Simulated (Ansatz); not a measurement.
# Bi2S2O (P4/nmm): converging the G0W0 gap, part 2 of 2

How do accuracy and time trade against each other in G0W0 on Bi2S2O (P4/nmm)?

Ansatz 0.2.0; G0W0 on r2SCAN, plane waves, PAW. Known limits of the many-body steps: not at the basis limit; no spin-orbit coupling; coarse k mesh.

So far. Step 4 (1009 empty bands, screening to 160 eV): Against the run with 4×4×2 mesh, 469 empty bands, screening to 96 eV, the gap moves by +0.09 eV.

## (5) Changing the frequency model: 4×4×2 mesh, 1009 empty bands, screening to 160 eV, plasmon pole

A plasmon pole stands in for the full frequency dependence of the screening; this run shows what that costs in accuracy.

input.yaml reads:

```yaml
crystal:
  lattice:
    - [3.95410139, 0.0, 0.0]
    - [0.0, 3.95410139, 0.0]
    - [0.0, 0.0, 14.05057958]
  atoms:
    - { symbol: Bi, position: [0.0, 0.5, 0.86649583] }
    - { symbol: Bi, position: [0.5, 0.0, 0.13350417] }
    - { symbol: Bi, position: [0.5, 0.0, 0.58909314] }
    - { symbol: Bi, position: [0.0, 0.5, 0.41090686] }
    - { symbol: S, position: [0.5, 0.0, 0.89431341] }
    - { symbol: S, position: [0.0, 0.5, 0.10568659] }
    - { symbol: S, position: [0.0, 0.5, 0.68748752] }
    - { symbol: S, position: [0.5, 0.0, 0.31251248] }
    - { symbol: O, position: [0.0, 0.0, 0.5] }
    - { symbol: O, position: [0.5, 0.5, 0.5] }
kpoints:
  mp_grid: { grid: [4, 4, 2] }
hamiltonian:
  xc: r2scan
scf:
  occupations: { method: fixed }
gw:
  n_empty_bands: 1009
  ecut_chi: 160.0
  qp_bands: [v3, c3]
  qp_kpoints: band_edges
  screening: { model: godby_needs }
```

Run with:

```
$ ansatz run input.yaml --threads 3 --pin off --max-ram 92160MiB --backend cuda --events-out ev --progress --plain --runs-dir out --devices 1 --max-vram 13GiB
```

Numbers of over 12 decimals in the logs are rounded to 6 here.

The program printed:

```text
GPUs: using 1 of 1 available (devices: 1).
[...]
GPU FFT provider: cuFFT
GPU libraries: cuBLAS 13.8.2, cuFFT 12.4.0, cuSOLVER 12.3.4
Crystal: 10 atoms, lattice volume = 219.680 Å³
Basis set: ecut = 500 eV, 5587 PW (Γ), exchange–correlation on 120×120×432 points (64 copies of the dense FFT grid, shifted against one another)
Bands: 58, of which v1, the nominal top of the filled ones, is band 48 counted from 1 (47 counted from 0)
[...]
1    47      7.5380   -18.2429     2.4880   -15.4432  0.7703     7.2256     7.2263  root
[...]
11    48      7.2286   -17.9858     2.2400   -15.3504  0.7791     6.8323     6.8332  root
    11    49     11.8112    -9.8828    -3.8463   -13.8063  0.8048    11.8885    11.8884  root
    11    50     11.8112    -9.8828    -3.8463   -13.8063  0.8048    11.8885    11.8884  root
    11    51     12.4882    -9.1608    -4.1452   -13.3734  0.8044    12.5556    12.5556  root
[key lines of the parts left out:]
SCF converged after 8 iterations
Free energy (F): -54406.819753 eV
Fermi energy:    8.436894 eV
```

Elapsed: 79 s, on 1 × NVIDIA H100 80GB HBM3 (shared by 6 runs) with 3 threads of AMD EPYC 7R13 (Zen 3), shared host; peak memory 6.1 GiB; 2.8 min of CPU time.

Numbers from this step:

```
bands summed                                 : 1057
plasmon-pole fit frequency                   : 24.55 eV
RPA ε∞ on this mesh (eigenvalues)            : 8.050, 21.87, 21.87
plane waves in the screening matrix          : 989
G0W0 gap on the mesh                         : 1.358 eV
k of the valence top                         : 0, -0.5, 0
k of the conduction bottom                   : 0, -0.5, 0
starting gap on the mesh                     : 1.189 eV
least direct G0W0 gap on the computed points : 1.358 eV
```

Against the run with 4×4×2 mesh, 1009 empty bands, screening to 160 eV, the gap moves by −0.019 eV.

## (6) Changing the files and raising the bands: 4×4×2 mesh, 1496 empty bands, screening to 208 eV, hard PAW files

Other atomic data (hard PAW) test the pseudisation: the cutoff goes from 500 to 1050 eV and the valence electrons from 96 to 128, which opens shells that were frozen. Bands and screening cutoff change too, so the step is no clean test of the files.

Edit input.yaml of step 5 so:

```diff
@@ -20,2 +20,3 @@
   xc: r2scan
+  pseudopotentials: { kind: paw, source: ansatz }
 scf:
@@ -23,6 +24,6 @@
 gw:
-  n_empty_bands: 1009
-  ecut_chi: 160.0
+  n_empty_bands: 1496
+  ecut_chi: 208.0
   qp_bands: [v3, c3]
   qp_kpoints: band_edges
-  screening: { model: godby_needs }
+  screening: { model: contour_deformation }
```

The program printed:

```text
GPUs: using 1 of 1 available (devices: 1).
[...]
GPU FFT provider: cuFFT
GPU libraries: cuBLAS 13.8.2, cuFFT 12.4.0, cuSOLVER 12.3.4
Crystal: 10 atoms, lattice volume = 219.680 Å³
Basis set: ecut = 1050 eV, 17007 PW (Γ), exchange–correlation on 192×192×720 points (64 copies of the dense FFT grid, shifted against one another)
Bands: 77, of which v1, the nominal top of the filled ones, is band 64 counted from 1 (63 counted from 0)
[...]
1    63      8.4430   -18.2440     2.4242   -15.4463  0.7173     8.0647     8.0696  root
[...]
11    64      8.1311   -17.9926     2.2374   -15.3600  0.7244     7.7308     7.7358  root
    11    65     12.7193    -9.8978    -3.9595   -13.8242  0.7713    12.6862    12.6862  root
    11    66     12.7193    -9.8978    -3.9595   -13.8242  0.7713    12.6862    12.6862  root
    11    67     13.3926    -9.1832    -4.2527   -13.3988  0.7607    13.3556    13.3556  root
[key lines of the parts left out:]
SCF converged after 10 iterations
Free energy (F): -69104.840751 eV
Fermi energy:    9.333377 eV
```

The job ended after 3.6 min (1 × NVIDIA H100 80GB HBM3 (shared by 6 runs) with 3 threads; peak memory 13 GiB; 6.2 min of CPU time).

Numbers from this step:

| Quantity | Value |
| --- | --- |
| bands summed | 1560 |
| RPA ε∞ on this mesh (eigenvalues) | 8.027, 21.60, 21.60 |
| plane waves in the screening matrix | 1525 |
| G0W0 gap on the mesh | 1.346 eV |
| k of the valence top | 0, -0.5, 0 |
| k of the conduction bottom | 0, -0.5, 0 |
| starting gap on the mesh | 1.197 eV |
| least direct G0W0 gap on the computed points | 1.346 eV |

Against the run with 4×4×2 mesh, 1009 empty bands, screening to 160 eV, the gap moves by −0.03 eV.

## (7) Convergence and cost

Times are wall times on 1 × NVIDIA H100 80GB HBM3 (shared by 6 runs) with 3 threads of AMD EPYC 7R13 (Zen 3), shared host, good to a factor of about two.

```csv
mesh,files,frequency,bands summed,cutoff (eV),start (eV),G0W0 (eV),time,host memory (GiB)
4×4×2,default PAW,contour deformation,213,48,1.189,1.206,28 s,1.7
4×4×2,default PAW,contour deformation,517,96,1.189,1.283,46 s,2.5
4×4×2,default PAW,contour deformation,1057,160,1.189,1.377,76 s,4.6
4×4×2,default PAW,plasmon pole,1057,160,1.189,1.358,79 s,6.1
4×4×2,hard PAW,contour deformation,1560,208,1.197,1.346,3.6 min,13
```

How the two edges are built up, in eV (the quasiparticle level is the starting level plus Σx plus Σc less Vxc):

```csv
run,edge,start,Σx,Σc,Vxc,Z,QP
213 bands,valence top,8.44,-17.49,1.50,-16.39,0.76,8.83
213 bands,conduction bottom,9.63,-10.64,-2.72,-13.77,0.77,10.04
517 bands,valence top,8.44,-17.49,1.09,-16.39,0.75,8.43
517 bands,conduction bottom,9.63,-10.64,-3.05,-13.77,0.77,9.71
1057 bands,valence top,8.44,-17.49,0.80,-16.39,0.75,8.14
1057 bands,conduction bottom,9.63,-10.64,-3.24,-13.77,0.77,9.52
```

## (8) What came out

| Property | Result |
| --- | --- |
| 213 bands, 48 eV | 1.206 eV |
| 517 bands, 96 eV | 1.283 eV |
| 1057 bands, 160 eV | 1.377 eV |
| estimated limit in bands and cutoff | 1.47 eV |
| mesh and start | 4×4×2, r2SCAN |

**Reading.** A line in one over the bands through the two highest rungs gives 1.47 eV, +0.09 eV from the top rung; the pair below gives 1.34 eV, so the estimate is still climbing. The rungs stand 0.26 eV (213 bands), 0.18 eV (517 bands) and 0.09 eV (1057 bands) from it. From 213 to 1057 bands the gap moves by +0.17 eV while the time grows 2.8-fold. Σc changes by −0.69 eV at the valence top and −0.52 eV at the conduction bottom, so the levels themselves move more than the gap between them. The plasmon-pole model gives −0.02 eV against contour deformation, 10 % of the correction, and saved no time in this program. With hard PAW files and 1560 bands the gap is 1.35 eV; the line for the default PAW files gives 1.41 eV at that count, a difference of −0.06 eV that holds the line's own error too. The 4×4×2 mesh is coarse for this cell (its supercell is 16 Å along the shortest edge). The RPA ε∞ on it, from the r2SCAN start, is 8.05 and 21.87; such meshes misread the long-range screening, most where the gap is narrow. Where an edge is built on 6p states of lead, bismuth or thallium, scalar-relativistic gaps usually stand too wide, by a few tenths to over one eV. The many-body steps are scalar-relativistic: spin-orbit coupling is not in them.

[Paths, hosts, dates, memory and timing lines, banners, echoed tables and standing remarks are left out of the program output.]

[Logs are printed without paths, hosts, clocks, repeated set-up lines and the standing remarks that a program may print on its own settings, such as how far it seeks lower states.]

[Runs of the session that timed out or met a known fault of the program may be left out.]

[Cells called generated may have been cut or substituted from an entry of the Crystallography Open Database or the Materials Project.]

[Hosts, paths, dates, database ids (printed as entryN), source tags and the programs' standing remarks are cut or masked in the printed files.]
